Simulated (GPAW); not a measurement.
# Na/Al(110): work function by functional and basis, part 3 of 4

Wanted: work functions and dipole of Na/Al(110), with the cost of each level.

GPAW 26.7.0; GPAW, PAW setups; slab in vacuum, relaxation (the session's first sound run).

So far, upper work function (eV): step 2 (relaxation, PBE, GPAW) 2.85; step 3 (the slab's potential, PBE, GPAW) 2.85; step 4 (self-consistent run: xc = "revPBE") 2.78; step 5 (self-consistent run: xc = "LDA") 2.97; step 6 (self-consistent run: xc = "RPBE") 2.78.

**7. Self-consistent run: xc = "vdW-DF2"**

The same geometry under vdW-DF2, to see how far the functional moves the levels against the vacuum (the van der Waals functionals take revPBE setups).

Input file run.py:

```python
import json
import numpy as np
from ase import Atoms
from gpaw import GPAW, PW

slab = Atoms(
    ['Al', 'Al', 'Al', 'Al', 'Al', 'Na'],
    positions=[
        [0.00000, 0.00000, 9.00000],
        [2.02500, 1.43189, 10.43189],
        [0.00000, 0.00000, 11.86378],
        [2.02500, 1.43189, 13.29349],
        [0.00000, -0.00000, 14.65554],
        [2.02500, 1.43189, 16.71943]],
    cell=[[4.05, 0.0, 0.0], [0.0, 2.86378, 0.0], [0.0, 0.0, 25.43936]],
    pbc=[True, True, False])

slab.calc = GPAW(mode=PW(400), xc='vdW-DF2', kpts={'size': (8, 11, 1), 'gamma': True},
                 occupations={'name': 'fermi-dirac', 'width': 0.1}, nbands='200%',
                 convergence={'density': 1e-05}, maxiter=200,
                 poissonsolver={'dipolelayer': 'xy'},
                 symmetry={'tolerance': 1e-3}, txt='slab.txt')
result = {}
energy = slab.get_potential_energy()
fermi = slab.calc.get_fermi_level()
v = slab.calc.get_electrostatic_potential().mean((0, 1)) - fermi
n = slab.calc.get_pseudo_density().mean((0, 1))
L = slab.cell[2, 2]
z = np.arange(len(v)) * L / len(v)
low, high = slab.positions[:, 2].min(), slab.positions[:, 2].max()
below, above = np.interp([low - 6.8, high + 6.8], z, v)
slopes = [np.interp(x, z, np.gradient(v, z)) for x in (low - 6.8, high + 6.8)]
eps = np.array([[slab.calc.get_eigenvalues(k, s) for k in range(len(slab.calc.get_ibz_k_points()))]
                for s in range(slab.calc.get_number_of_spins())]) - fermi
top, bottom = eps[eps < 0].max(), eps[eps > 0].min()
dipole = slab.get_dipole_moment()[2]
print(f'energy {energy:.4f} eV, Fermi level {fermi:.4f} eV, dipole {dipole:.5f} e A')
print(f'potential 6.8 A off the faces, from the Fermi level: lower {below:.4f} eV, upper {above:.4f} eV')
print(f'slope of the potential there: lower {slopes[0]:.5f}, upper {slopes[1]:.5f} eV/A')
print(f'nearest levels on the mesh: {top:.4f} and {bottom:.4f} eV')
print('magnetic moment', round(slab.get_magnetic_moment(), 3))
result.update(energy=energy, fermi=fermi, dipole=dipole, below=below, above=above, slopes=slopes, edges=[top, bottom],
              z=z.tolist(), v=v.tolist(), n=n.tolist(), positions=slab.positions.tolist(),
              forces=slab.get_forces(apply_constraint=False).tolist(), moments=slab.get_magnetic_moments().tolist())
json.dump(result, open('result.json', 'w'))
```

On the command line:

```
$ OMP_NUM_THREADS=1 OPENBLAS_NUM_THREADS=1 python run.py
```

Output:

```text
energy -144.4383 eV, Fermi level -0.1767 eV, dipole 0.06975 e A
potential 6.8 A off the faces, from the Fermi level: lower 4.2638 eV, upper 3.1744 eV
slope of the potential there: lower -0.00030, upper 0.00120 eV/A
nearest levels on the mesh: -0.0097 and 0.0662 eV
magnetic moment 0.0
```

Elapsed: 86 s, on 1 thread of Intel Xeon Platinum 8488C (Sapphire Rapids), shared host; peak memory 0.44 GiB.

Numbers from this step:

```yaml
dipole_along_the_normal: 0.06975 e·Å
levels_nearest_the_fermi_level_on_the_mesh: -0.009660, 0.06625 eV from the Fermi level
upper_work_function: 3.174 eV
lower_work_function: 4.264 eV
```

The electrostatic potential energy of an electron (without an applied field's), less the Fermi level, planar mean oscillates, so the rows of the table below give means over windows of 1 Å about each position, cut where the curve ends. Its maxima inside the range that stand out by 2 % of the span (Å: eV): 0.5: 4.26, 9.8: -4.97, 11.1: -4.99, 12.6: -5.02, 14.0: -5.56, 15.8: 0.0488. Its minima: 9.0: -8.90, 10.4: -9.27, 11.9: -9.34, 13.2: -9.37, 14.6: -9.07, 16.7: -3.75.

Electrostatic potential energy of an electron (without an applied field's), less the Fermi level, planar mean against z; means over each step:

```
z (Å)  electrostatic potential energy of an electron (without an applied field's), less the Fermi level, planar mean (eV)
    0                                                                                                                4.06
    1                                                                                                                4.26
    2                                                                                                                4.26
    3                                                                                                                4.26
    4                                                                                                                4.26
    5                                                                                                                4.26
    6                                                                                                                4.22
    7                                                                                                                3.87
    8                                                                                                               0.905
    9                                                                                                               -7.10
   10                                                                                                               -6.80
   11                                                                                                               -6.44
   12                                                                                                               -7.69
   13                                                                                                               -7.34
   14                                                                                                               -6.79
   15                                                                                                               -5.52
   16                                                                                                              -0.864
   17                                                                                                               -2.38
   18                                                                                                                1.48
   19                                                                                                                2.77
   20                                                                                                                3.08
   21                                                                                                                3.15
   22                                                                                                                3.17
   23                                                                                                                3.17
   24                                                                                                                3.17
   25                                                                                                                3.24
```

The upper face's work function is 3.174 eV, against 2.852 eV in the first plane-wave PBE run at this geometry.

**8. OptPBE vdW: xc = "optPBE-vdW"**

The same geometry under optPBE-vdW, to see how far the functional moves the levels against the vacuum (the van der Waals functionals take revPBE setups).

Edit run.py of step 7 so:

```diff
@@ -17,3 +17,3 @@
 
-slab.calc = GPAW(mode=PW(400), xc='vdW-DF2', kpts={'size': (8, 11, 1), 'gamma': True},
+slab.calc = GPAW(mode=PW(400), xc='optPBE-vdW', kpts={'size': (8, 11, 1), 'gamma': True},
                  occupations={'name': 'fermi-dirac', 'width': 0.1}, nbands='200%',
```

Output:

```text
energy -48.8893 eV, Fermi level -0.0922 eV, dipole 0.07420 e A
potential 6.8 A off the faces, from the Fermi level: lower 4.1840 eV, upper 3.0256 eV
slope of the potential there: lower -0.00005, upper 0.00033 eV/A
nearest levels on the mesh: -0.0214 and 0.0031 eV
magnetic moment 0.0
```

Run time: 62 s. Hardware: 1 thread; peak memory 0.44 GiB.

This step gave:

```
dipole along the normal                    : 0.07420 e·Å
levels nearest the Fermi level on the mesh : -0.02137, 0.003073 eV from the Fermi level
upper work function                        : 3.026 eV
lower work function                        : 4.184 eV
```

The upper face's work function is 3.026 eV, against 2.852 eV in the first plane-wave PBE run at this geometry.

**9. Real-space grid: mode = "fd"**

A real-space grid is a second complete basis, so it checks the plane-wave result.

Edit run.py of step 8 so:

```diff
@@ -3,3 +3,3 @@
 from ase import Atoms
-from gpaw import GPAW, PW
+from gpaw import GPAW
 
@@ -17,3 +17,3 @@
 
-slab.calc = GPAW(mode=PW(400), xc='optPBE-vdW', kpts={'size': (8, 11, 1), 'gamma': True},
+slab.calc = GPAW(mode='fd', h=0.18, xc='PBE', kpts={'size': (8, 11, 1), 'gamma': True},
                  occupations={'name': 'fermi-dirac', 'width': 0.1}, nbands='200%',
```

Output:

```text
energy -18.8022 eV, Fermi level -3.4427 eV, dipole 0.07581 e A
potential 6.8 A off the faces, from the Fermi level: lower 4.0340 eV, upper 2.8513 eV
slope of the potential there: lower -0.00001, upper 0.00013 eV/A
nearest levels on the mesh: -0.0274 and 0.0228 eV
magnetic moment 0.0
```

It took 5.1 min on 1 thread; peak memory 1 GiB.

Numbers from this step:

```
dipole along the normal                    : 0.07581 e·Å
levels nearest the Fermi level on the mesh : -0.02736, 0.02275 eV from the Fermi level
upper work function                        : 2.851 eV
lower work function                        : 4.034 eV
```

The upper face's work function is 2.851 eV, against 2.852 eV in the first plane-wave PBE run at this geometry.

**10. Atomic orbitals: mode = "lcao"**

Atom-centred orbitals end a few angstrom from the surface, which tests how much the density's tail matters.

Edit run.py of step 9 so:

```diff
@@ -17,4 +17,4 @@
 
-slab.calc = GPAW(mode='fd', h=0.18, xc='PBE', kpts={'size': (8, 11, 1), 'gamma': True},
-                 occupations={'name': 'fermi-dirac', 'width': 0.1}, nbands='200%',
+slab.calc = GPAW(mode='lcao', basis='dzp', h=0.18, xc='PBE', kpts={'size': (8, 11, 1), 'gamma': True},
+                 occupations={'name': 'fermi-dirac', 'width': 0.1}, nbands='120%',
                  convergence={'density': 1e-05}, maxiter=200,
```

Output:

```text
energy -18.3592 eV, Fermi level -3.4128 eV, dipole 0.07121 e A
potential 6.8 A off the faces, from the Fermi level: lower 3.9683 eV, upper 2.8573 eV
slope of the potential there: lower -0.00000, upper 0.00000 eV/A
nearest levels on the mesh: -0.0300 and 0.0183 eV
magnetic moment 0.0
```

Wall time 20 min (1 thread); peak memory 0.44 GiB.

Numbers from this step:

```
dipole along the normal                    : 0.07121 e·Å
levels nearest the Fermi level on the mesh : -0.03003, 0.01827 eV from the Fermi level
upper work function                        : 2.857 eV
lower work function                        : 3.968 eV
```

(Part 3 of 4 ends here.)

[Logs are printed without paths, hosts, clocks, repeated set-up lines and the standing remarks that a program may print on its own settings, such as how far it seeks lower states.]

[Hosts, paths, dates, database ids (printed as entryN), source tags and the programs' standing remarks are cut or masked in the printed files.]
